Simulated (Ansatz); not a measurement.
# C on Hf(0001): change of the work function

Wanted: Δφ(θ) for C/Hf(0001), starting from the fcc site.

Calculated with Ansatz 0.2.0; plane-wave DFT, PBE, Ansatz PAW.

### 1. Set-up

The cell holds 4 atoms: 4 Hf. Its edges and angles: a = 3.200 Å, b = 3.200 Å, c = 25.594 Å, α = 90.0°, β = 90.0°, γ = 60.0°. Vacuum lies along c.

### 2. The clean slab

The bare slab comes first, as the zero from which every change is counted. The two lowest layers are held at bulk places and the upper ones relax. The dipole correction removes the false field that a one-sided slab makes across the periodic vacuum, so each face gets a flat vacuum level of its own.

The input, input.yaml:

```yaml
crystal:
  lattice:
    - [3.2, 0.0, 0.0]
    - [1.6, 2.7712812921, 0.0]
    - [0.0, 0.0, 25.5936]
  atoms:
    - { symbol: Hf, position: [0.6666666667, 0.6666666667, 0.3516504126] }
    - { symbol: Hf, position: [0.0, 0.0, 0.4505501375] }
    - { symbol: Hf, position: [0.6666666667, 0.6666666667, 0.5494498625] }
    - { symbol: Hf, position: [0.0, 0.0, 0.6483495874] }
kpoints:
  mp_grid: { grid: [12, 12, 1] }
hamiltonian:
  xc: pbe
scf:
  occupations: { method: fermi_dirac, width: 0.1 }
  convergence: { dr2_threshold: 1.0e-08 }
efield:
  axis: 3
  dipole_correction: true
  ramp_position: 0.97
  ramp_width: 0.06
relax:
  f_tol: 0.02
  max_steps: 60
  constraints: [{ sites: [0, 1] }]
output:
  write_potential: true
  write_density: true
  volumetric_format: npy
```

On the command line:

```sh
ansatz run input.yaml --threads 8 --pin off --max-ram 16384MiB --backend cpu --events-out ev --progress --plain --runs-dir out
```

Numbers of over 12 decimals in the logs are rounded to 6 here.

The program printed:

```text
Engine: ansatz 0.2.0, aarch64-unknown-linux-gnu
Pseudopotentials: kind: paw
Pseudopotential: Hf, paw, valence charge 26, recommended cutoff 420 eV (normal), Hf.paw.azcp
Functional definition: PBE
  parameter kappa = 0.804
  parameter beta = 0.066725
  exchange = pbe_x(kappa = kappa, mu = beta*pi^2/3)
  correlation = pbe_c(beta = beta)
Crystal: 4 atoms, lattice volume = 226.967 Å³
Basis set: ecut = 420 eV, 4501 PW (Γ), exchange–correlation on 48×48×360 points (8 copies of the dense FFT grid, shifted against one another)
Bands: 63, of which v1, the nominal top of the filled ones, is band 52 counted from 1 (51 counted from 0)
Symmetry: 6 space group operations
k-points: 19 of 144 (time reversal used)
Non-local potential: Hf, projectors of the file, l = 0: 3, l = 1: 2, l = 2: 2, l = 3: 3
PAW form: soft (Blöchl's): semilocal exchange-correlation on the pseudo side does not see the compensation charge
PAW one-centre angular grid: Hf, 590 points (default); XC on 64 Gauss nodes
Initial density: superposition of atomic densities (neutral atoms: chi_scale 0, normalization atom), corrected by the library's trained network
Initial wavefunctions: pseudopotential atomic-orbital guess
Functional: x = pbe(κ = 0.804, μ = 0.219515), c = pbe(β = 0.066725)
SCF iter   1: F=—  HF=-62883.574226 eV  |F-HF|=—  |Δ(HF+E_count)|=         —  Δρ=6.91e-3  dr2=2.48e0  ethr=1.77e-3  p=0.000 e·Å  D=2.71e-14 V/Å  ΔV_dip=-0.00 eV  dr2_dipole=5.24e-7  V_vac-E_F(+/−)=4.47/4.47 eV  ⟨swp⟩=5.7  Hψ=3956  notcnv=0
efield: sawtooth ramp at fractional position 0.9700 (set: `efield.ramp_position`, or a place that a band, a saddle search or an elastic batch's reference lends), width 0.0600; the density the first Hamiltonian is built on has a dipole p = 0.000 e·Å; the dipole correction subtracts the counter field D = 2.71e-14 V/Å, which shifts the + side's vacuum level by -0.00 eV against the − side's; the planar-averaged density in the ramp window peaks in size at 2.6e-5 e/Å³
preconditioner: auto → LDOS  [metal: Δε(μ)=0.011 eV  Ē_g=17.068 eV  σ=0.100 eV  W_gap=0.03  n_scr=60 (ndim 8)  ℏωp=24.1 eV  f_vac=0.553  D(μ)=6.26/eV (n_scr^D=18)  β→1.0]
SCF iter   2: F=—  HF=-62883.510501 eV  |F-HF|=—  |Δ(HF+E_count)|=   6.37e-2  Δρ=2.12e-3  dr2=5.30e-2  ethr=1.77e-3  p=-0.000 e·Å  D=-3.82e-6 V/Å  ΔV_dip=0.00 eV  dr2_dipole=6.73e-7  V_vac-E_F(+/−)=4.35/4.35 eV  ⟨swp⟩=2.1  Hψ=1531  notcnv=0  defer=7
SCF iter   3: F=—  HF=-62883.507727 eV  |F-HF|=—  |Δ(HF+E_count)|=   2.77e-3  Δρ=1.29e-3  dr2=1.82e-2  ethr=5.10e-5  p=0.000 e·Å  D=2.75e-6 V/Å  ΔV_dip=-0.00 eV  dr2_dipole=1.18e-7  V_vac-E_F(+/−)=4.38/4.38 eV  ⟨swp⟩=2.0  Hψ=2304  notcnv=0  defer=7
SCF iter   4: F=—  HF=-62883.506366 eV  |F-HF|=—  |Δ(HF+E_count)|=   1.36e-3  Δρ=3.13e-4  dr2=1.35e-3  ethr=1.75e-5  p=0.000 e·Å  D=1.64e-6 V/Å  ΔV_dip=-0.00 eV  dr2_dipole=2.60e-8  V_vac-E_F(+/−)=4.37/4.37 eV  ⟨swp⟩=1.8  Hψ=1505  notcnv=0  defer=7
SCF iter   5: F=—  HF=-62883.506571 eV  |F-HF|=—  |Δ(HF+E_count)|=   2.06e-4  Δρ=1.18e-4  dr2=3.29e-5  ethr=1.30e-6  p=0.000 e·Å  D=8.51e-7 V/Å  ΔV_dip=-0.00 eV  dr2_dipole=1.09e-8  V_vac-E_F(+/−)=4.36/4.36 eV  ⟨swp⟩=1.8  Hψ=1734  notcnv=0  defer=7
SCF iter   6: F=—  HF=-62883.506634 eV  |F-HF|=—  |Δ(HF+E_count)|=   6.31e-5  Δρ=4.63e-5  dr2=7.24e-6  ethr=3.16e-8  p=0.000 e·Å  D=5.80e-7 V/Å  ΔV_dip=-0.00 eV  dr2_dipole=1.50e-8  V_vac-E_F(+/−)=4.36/4.36 eV  ⟨swp⟩=2.2  Hψ=2138  notcnv=0  defer=7
SCF iter   7: F=—  HF=-62883.506507 eV  |F-HF|=—  |Δ(HF+E_count)|=   1.28e-4  Δρ=1.59e-5  dr2=7.02e-7  ethr=6.97e-9  p=0.000 e·Å  D=3.01e-7 V/Å  ΔV_dip=-0.00 eV  dr2_dipole=4.37e-9  V_vac-E_F(+/−)=4.36/4.36 eV  ⟨swp⟩=2.1  Hψ=2087  notcnv=0  defer=7
SCF iter   8: F=—  HF=-62883.506508 eV  |F-HF|=—  |Δ(HF+E_count)|=   1.20e-6  Δρ=6.71e-6  dr2=1.23e-7  ethr=6.75e-10  p=0.000 e·Å  D=2.13e-7 V/Å  ΔV_dip=-0.00 eV  dr2_dipole=8.44e-10  V_vac-E_F(+/−)=4.36/4.36 eV  ⟨swp⟩=2.1  Hψ=2093  notcnv=0  defer=7
SCF iter   9: F=—  HF=-62883.506508 eV  |F-HF|=—  |Δ(HF+E_count)|=   2.68e-7  Δρ=2.35e-6  dr2=1.92e-8  ethr=1.18e-10  p=0.000 e·Å  D=1.12e-7 V/Å  ΔV_dip=-0.00 eV  dr2_dipole=9.45e-18  V_vac-E_F(+/−)=4.36/4.36 eV  ⟨swp⟩=2.1  Hψ=2126  notcnv=0  defer=7
SCF iter  10: F=-62883.506508 eV  HF=-62883.506508 eV  |F-HF|=1.16e-8  |Δ(HF+E_count)|=   5.77e-8  Δρ=9.35e-7  dr2=3.61e-9  ethr=9.62e-12  p=0.000 e·Å  D=6.49e-8 V/Å  ΔV_dip=-0.00 eV  dr2_dipole=3.48e-14  V_vac-E_F(+/−)=4.36/4.36 eV  ⟨swp⟩=9.3  Hψ=8909  notcnv=0
SCF 1 converged in 10 iterations: F = -62883.506508 eV  dr2 = 3.61e-9
  greatest PAW one-centre occupation: 0.999 electrons in one spin orbital (limit 2), on the Hf atom at site 0 (counted from 0), in its partial waves of l = 0
relax step   1: F+E_penalty+E_count = -62883.50650814 eV  Δ(F+E_penalty+E_count) = +0.000e0 eV  max|allowed force component| = 8.192e-1 eV/Å  Δτ_max = 0.0000 Å  (10 SCF iters, accepted)
Initial density: handed on by an earlier stage of this run
Initial wavefunctions: those handed on with the density
SCF iter   1: F=—  HF=-62883.670946 eV  |F-HF|=—  |Δ(HF+E_count)|=         —  Δρ=9.48e-3  dr2=3.84e0  ethr=3.10e-3  p=0.000 e·Å  D=6.57e-8 V/Å  ΔV_dip=-0.00 eV  dr2_dipole=9.17e-1  V_vac-E_F(+/−)=4.38/4.38 eV  ⟨swp⟩=4.2  Hψ=2490  notcnv=0  defer=4
efield: sawtooth ramp at fractional position 0.9700 (set: `efield.ramp_position`, or a place that a band, a saddle search or an elastic batch's reference lends), width 0.0600; the density the first Hamiltonian is built on has a dipole p = 0.000 e·Å; the dipole correction subtracts the counter field D = 6.57e-8 V/Å, which shifts the + side's vacuum level by -0.00 eV against the − side's; the planar-averaged density in the ramp window peaks in size at 1.4e-7 e/Å³
preconditioner: auto → LDOS  [metal: Δε(μ)=0.008 eV  Ē_g=17.092 eV  σ=0.100 eV  W_gap=0.02  n_scr=60 (ndim 8)  ℏωp=24.1 eV  f_vac=0.557  D(μ)=5.33/eV (n_scr^D=16)  β→1.0]
SCF iter   2: F=—  HF=-62883.538295 eV  |F-HF|=—  |Δ(HF+E_count)|=   1.33e-1  Δρ=5.98e-3  dr2=4.50e-1  ethr=3.10e-3  p=0.009 e·Å  D=7.20e-3 V/Å  ΔV_dip=-0.18 eV  dr2_dipole=3.63e-2  V_vac-E_F(+/−)=4.18/4.36 eV  ⟨swp⟩=2.5  Hψ=1712  notcnv=0  defer=10
SCF iter   3: F=—  HF=-62883.508557 eV  |F-HF|=—  |Δ(HF+E_count)|=   2.97e-2  Δρ=2.78e-3  dr2=4.73e-2  ethr=4.33e-4  p=0.006 e·Å  D=4.46e-3 V/Å  ΔV_dip=-0.11 eV  dr2_dipole=3.42e-5  V_vac-E_F(+/−)=4.27/4.38 eV  ⟨swp⟩=3.0  Hψ=2355  notcnv=0  defer=10
[...]
SCF iter   7: F=—  HF=-62883.565813 eV  |F-HF|=—  |Δ(HF+E_count)|=   3.07e-6  Δρ=1.74e-5  dr2=7.22e-7  ethr=1.52e-8  p=0.002 e·Å  D=1.44e-3 V/Å  ΔV_dip=-0.04 eV  dr2_dipole=8.37e-8  V_vac-E_F(+/−)=4.34/4.38 eV  ⟨swp⟩=2.1  Hψ=2209  notcnv=0  defer=8
SCF iter   8: F=—  HF=-62883.565680 eV  |F-HF|=—  |Δ(HF+E_count)|=   1.33e-4  Δρ=6.74e-6  dr2=4.17e-7  ethr=6.94e-10  p=0.002 e·Å  D=1.36e-3 V/Å  ΔV_dip=-0.03 eV  dr2_dipole=1.30e-7  V_vac-E_F(+/−)=4.34/4.38 eV  ⟨swp⟩=2.2  Hψ=2159  notcnv=0  defer=8
SCF iter   9: F=—  HF=-62883.565680 eV  |F-HF|=—  |Δ(HF+E_count)|=   1.20e-7  Δρ=2.37e-6  dr2=6.94e-8  ethr=4.01e-10  p=0.002 e·Å  D=1.34e-3 V/Å  ΔV_dip=-0.03 eV  dr2_dipole=2.15e-8  V_vac-E_F(+/−)=4.34/4.38 eV  ⟨swp⟩=2.3  Hψ=1598  notcnv=0  defer=8
SCF iter  10: F=—  HF=-62883.565680 eV  |F-HF|=—  |Δ(HF+E_count)|=   2.58e-8  Δρ=9.34e-7  dr2=2.06e-8  ethr=6.67e-11  p=0.002 e·Å  D=1.33e-3 V/Å  ΔV_dip=-0.03 eV  dr2_dipole=7.50e-9  V_vac-E_F(+/−)=4.34/4.38 eV  ⟨swp⟩=2.1  Hψ=1661  notcnv=0  defer=8
SCF iter  11: F=-62883.565680 eV  HF=-62883.565680 eV  |F-HF|=6.77e-10  |Δ(HF+E_count)|=   3.48e-9  Δρ=3.49e-7  dr2=1.41e-9  ethr=9.62e-12  p=0.002 e·Å  D=1.32e-3 V/Å  ΔV_dip=-0.03 eV  dr2_dipole=2.27e-10  V_vac-E_F(+/−)=4.34/4.38 eV  ⟨swp⟩=9.9  Hψ=9092  notcnv=0
SCF 3 converged in 11 iterations: F = -62883.565680 eV  dr2 = 1.41e-9
relax step   3: F+E_penalty+E_count = -62883.56567999 eV  Δ(F+E_penalty+E_count) = -5.917e-2 eV  max|allowed force component| = 1.717e-1 eV/Å  Δτ_max = 0.0893 Å  (11 SCF iters, accepted)
[...]
relax step   4: F+E_penalty+E_count = -62883.56763627 eV  Δ(F+E_penalty+E_count) = -1.956e-3 eV  max|allowed force component| = 4.706e-2 eV/Å  Δτ_max = 0.0184 Å  (8 SCF iters, accepted)
SCF iter   1: F=—  HF=-62883.568124 eV  |F-HF|=—  |Δ(HF+E_count)|=         —  Δρ=3.45e-4  dr2=2.61e-3  ethr=5.67e-5  p=0.003 e·Å  D=2.04e-3 V/Å  ΔV_dip=-0.05 eV  dr2_dipole=3.65e-5  V_vac-E_F(+/−)=4.33/4.38 eV  ⟨swp⟩=2.0  Hψ=1658  notcnv=0  defer=9
efield: sawtooth ramp at fractional position 0.9700 (set: `efield.ramp_position`, or a place that a band, a saddle search or an elastic batch's reference lends), width 0.0600; the density the first Hamiltonian is built on has a dipole p = 0.003 e·Å; the dipole correction subtracts the counter field D = 2.04e-3 V/Å, which shifts the + side's vacuum level by -0.05 eV against the − side's; the planar-averaged density in the ramp window peaks in size at 1.6e-7 e/Å³
preconditioner: auto → LDOS  [metal: Δε(μ)=0.009 eV  Ē_g=17.042 eV  σ=0.100 eV  W_gap=0.02  n_scr=60 (ndim 8)  ℏωp=24.1 eV  f_vac=0.554  D(μ)=6.18/eV (n_scr^D=18)  β→1.0]
SCF iter   2: F=—  HF=-62883.567992 eV  |F-HF|=—  |Δ(HF+E_count)|=   1.32e-4  Δρ=1.79e-4  dr2=3.66e-4  ethr=2.51e-6  p=0.002 e·Å  D=1.74e-3 V/Å  ΔV_dip=-0.04 eV  dr2_dipole=1.22e-5  V_vac-E_F(+/−)=4.34/4.38 eV  ⟨swp⟩=2.0  Hψ=1515  notcnv=0  defer=9
SCF iter   3: F=—  HF=-62883.567980 eV  |F-HF|=—  |Δ(HF+E_count)|=   1.21e-5  Δρ=8.58e-5  dr2=3.94e-5  ethr=3.52e-7  p=0.002 e·Å  D=1.86e-3 V/Å  ΔV_dip=-0.05 eV  dr2_dipole=3.76e-8  V_vac-E_F(+/−)=4.33/4.38 eV  ⟨swp⟩=2.0  Hψ=2093  notcnv=0  defer=9
SCF iter   4: F=—  HF=-62883.567970 eV  |F-HF|=—  |Δ(HF+E_count)|=   9.17e-6  Δρ=2.41e-5  dr2=7.72e-6  ethr=3.79e-8  p=0.002 e·Å  D=1.84e-3 V/Å  ΔV_dip=-0.05 eV  dr2_dipole=2.65e-6  V_vac-E_F(+/−)=4.33/4.38 eV  ⟨swp⟩=2.0  Hψ=2095  notcnv=0  defer=9
SCF iter   5: F=—  HF=-62883.567835 eV  |F-HF|=—  |Δ(HF+E_count)|=   1.36e-4  Δρ=9.26e-6  dr2=2.80e-7  ethr=7.43e-9  p=0.002 e·Å  D=1.84e-3 V/Å  ΔV_dip=-0.05 eV  dr2_dipole=1.41e-9  V_vac-E_F(+/−)=4.33/4.38 eV  ⟨swp⟩=2.0  Hψ=1657  notcnv=0  defer=9
SCF iter   6: F=—  HF=-62883.567835 eV  |F-HF|=—  |Δ(HF+E_count)|=   7.85e-8  Δρ=3.23e-6  dr2=5.26e-8  ethr=2.69e-10  p=0.002 e·Å  D=1.85e-3 V/Å  ΔV_dip=-0.05 eV  dr2_dipole=4.28e-9  V_vac-E_F(+/−)=4.33/4.38 eV  ⟨swp⟩=2.0  Hψ=2116  notcnv=0  defer=9
SCF iter   7: F=—  HF=-62883.567835 eV  |F-HF|=—  |Δ(HF+E_count)|=   3.59e-8  Δρ=1.30e-6  dr2=1.02e-8  ethr=9.62e-12  p=0.002 e·Å  D=1.86e-3 V/Å  ΔV_dip=-0.05 eV  dr2_dipole=3.94e-10  V_vac-E_F(+/−)=4.33/4.38 eV  ⟨swp⟩=10.4  Hψ=9649  notcnv=0
SCF iter   8: F=-62883.567835 eV  HF=-62883.567835 eV  |F-HF|=1.16e-10  |Δ(HF+E_count)|=   6.86e-9  Δρ=5.24e-7  dr2=1.68e-9  ethr=9.62e-12  p=0.002 e·Å  D=1.86e-3 V/Å  ΔV_dip=-0.05 eV  dr2_dipole=5.27e-10  V_vac-E_F(+/−)=4.33/4.38 eV  ⟨swp⟩=9.7  Hψ=8493  notcnv=0
SCF 5 converged in 8 iterations: F = -62883.567835 eV  dr2 = 1.68e-9
relax step   5: F+E_penalty+E_count = -62883.56783470 eV  Δ(F+E_penalty+E_count) = -1.984e-4 eV  max|allowed force component| = 1.704e-3 eV/Å  Δτ_max = 0.0094 Å  (8 SCF iters, accepted)
NSCF: frozen V_eff on 19 k-points
the band table was solved once a step of the walk had ended and its energy, with any forces and stress, was formed, with the checks that follow a solve (5246 applications of the Hamiltonian). They found nothing against the state; the energy, forces and stress were not computed again (output.eigenvalues in the input reference)
WARN: The output density's exchange-correlation potential varies sharply where the density is thin. Do not read a vacuum level from v_tot or v_xc, or from such a field of the output density. On a cell that repeats whose density bears no net charge and no dipole along the vacuum's axis use v_es (v_loc + v_h of the components); under efield.dipole_correction with no amplitude use v_es + v_field, which holds any externa [...]
SCF converged after 8 iterations
Free energy (F): -62883.567835 eV
Harris-Foulkes:  -62883.567835 eV  (|F-HF|=1.16e-10)
Internal energy: -62883.372085 eV  (E = F + TS)
E sigma→0 (E₀):  -62883.469960 eV
Entropy (-TS):   -0.195750 eV (-48.937 meV/atom)
Fermi energy:    5.322127 eV
Dipole field:    D = 0.001891 V/Å  (p = 0.002372 e·Å, saw-weighted, corrected)
Work function:   Φ+ = 4.3323 eV   Φ− = 4.3807 eV
Levels:          The Fermi level and band energies are counted from a zero that moves with the ramp; work functions are not
--- Per-component energies (eV) ---
  E_band       = -1375.554874
  E_kinetic    = 1692.852933
  E_local      = -198039.680737  (includes V_loc(G=0)·N_el)
  E_nonlocal   = -4977.793775
  E_hartree    = 97660.539798
  E_xc         = -1197.750381
  E_vxc        = -1061.044369  (∫ρ·V_xc dr)
  E_paw        = -27710.418732  (= ΣΔE_a)
  E_vpaw       = 5689.037663  (= ΣTr[D̂ρ^β])
  E_aug_tail   = -0.000005  (compensation charges beyond the density's cutoff)
  E_efield     = 0.000002  (sawtooth field / dipole correction)
  E_vefield    = -0.003193  (∫n·V_field dr)
  E_ewald      = 69688.878812
  E_smearing   = -0.195750  (= −TS)
  E_closure    = 0.000000  (closes the sum)
  Σ components = -62883.567835   (vs F -62883.567835, Δ=0.00e0)
--- Forces (eV/Å), atoms counted from 1 ---
  atom   1  Hf     0.00000000     0.00000000     0.66028485
  atom   2  Hf     0.00000000    -0.00000000    -0.65727934
  atom   3  Hf     0.00000000     0.00000000    -0.00130251
  atom   4  Hf    -0.00000000    -0.00000000    -0.00170415
  max |Σ_I F_I| component: 1.15e-6 eV/Å
--- Band table (eV; the first three rows and the last of 19) ---
  k-point 0: bands = [... 48 lower, 5.0697, 5.3423, 5.7534, 6.0479, 6.3967, 6.3967, 6.4979, 6.4979, ... 7 higher]
  k-point 1: bands = [... 48 lower, 4.9871, 5.2870, 5.5948, 5.9285, 6.2135, 6.2357, 6.5548, 6.5574, ... 7 higher]
  k-point 2: bands = [... 48 lower, 4.6880, 4.9972, 5.1933, 5.5914, 5.7265, 5.9912, 6.3752, 6.6642, ... 7 higher]
  k-point 18: bands = [... 48 lower, 4.0352, 4.2042, 4.2896, 5.2805, 5.3081, 5.4817, 5.5196, 5.7372, ... 7 higher]
--- Relaxed structure (5 steps of the walk, 4 accepted, 0 SCFs on fresh bases) ---
  F+E_penalty+E_count = -62883.56783470 eV   max|allowed force component| = 1.704e-3 eV/Å
  atoms:
    - { symbol: Hf, position: [0.666667, 0.666667, 0.3516504126] }
    - { symbol: Hf, position: [0.0, 0.0, 0.4505501375] }
    - { symbol: Hf, position: [0.666667, 0.666667, 0.553686] }
    - { symbol: Hf, position: [0, 0, 0.646654] }
```

Run time: 16 s. Hardware: 8 threads of Arm Neoverse V2, shared host; peak memory 0.93 GiB; 2 min of CPU time.

Relaxation path:

| step | energy less that of the first step (eV) | largest force component (eV/Å) |
| --- | --- | --- |
| 1 | 0.0000 | 0.8192 |
| 2 | 0.0064 | 1.1135 |
| 3 | -0.0592 | 0.1717 |
| 4 | -0.0611 | 0.0471 |
| 5 | -0.0613 | 0.0017 |

Relaxation step 2 was tried and not accepted.

Forces are held to the 6 operations that the run works with; a distortion that breaks them can't arise in this run.

The atoms that moved most (Å):

| atom | dx | dy | dz | length |
| --- | --- | --- | --- | --- |
| Hf3 | 0.000 | 0.000 | 0.108 | 0.108 |
| Hf4 | 0.000 | 0.000 | -0.043 | 0.043 |

This step gave:

```yaml
energy_at_zero_smearing: -62883.4700 eV
work_function_upper_face: 4.332 eV
work_function_lower_face: 4.381 eV
dipole_along_the_normal: 0.002372 e·Å
step_between_the_vacuum_levels: -0.04840 eV
```

Running mean over 2.5312 Å of the planar mean; the ramp of the sawtooth is left out. Table of electron's electrostatic potential energy less the Fermi level by z:

z (Å), electron's electrostatic potential energy less the Fermi level (eV) and a bar from the least value:
```
        3       4.38 ##############################
        4       4.38 ##############################
        5       4.35 ##############################
        6       4.13 #############################
        7       2.31 #########################
        8      -4.04 ##########
        9      -7.41 ##
       10      -7.30 ##
       11      -7.26 ##
       12      -7.07 ##
       13      -6.68 ###
       14      -7.23 ##
       15      -8.07 
       16      -7.96 
       17      -6.75 ###
       18      -0.94 #################
       19       3.51 ############################
       20       4.24 ##############################
       21       4.32 ##############################
       22       4.33 ##############################
```

The relaxation took 5 steps and lowered the energy by 0.061 eV; the largest force on the free atoms ends at 0.0017 eV/Å.

The work function of the upper face is 4.33 eV.

(Part 1 of 4 ends here.)

[Logs are printed without paths, hosts, clocks, repeated set-up lines and the standing remarks that a program may print on its own settings, such as how far it seeks lower states.]

[Hosts, paths, dates, database ids (printed as entryN), source tags and the programs' standing remarks are cut or masked in the printed files.]

[Maps of the electrostatic potential energy from Ansatz leave out the sawtooth potential of an applied field or a dipole correction, so their vacuum need not be flat; planar profiles and work functions include it.]
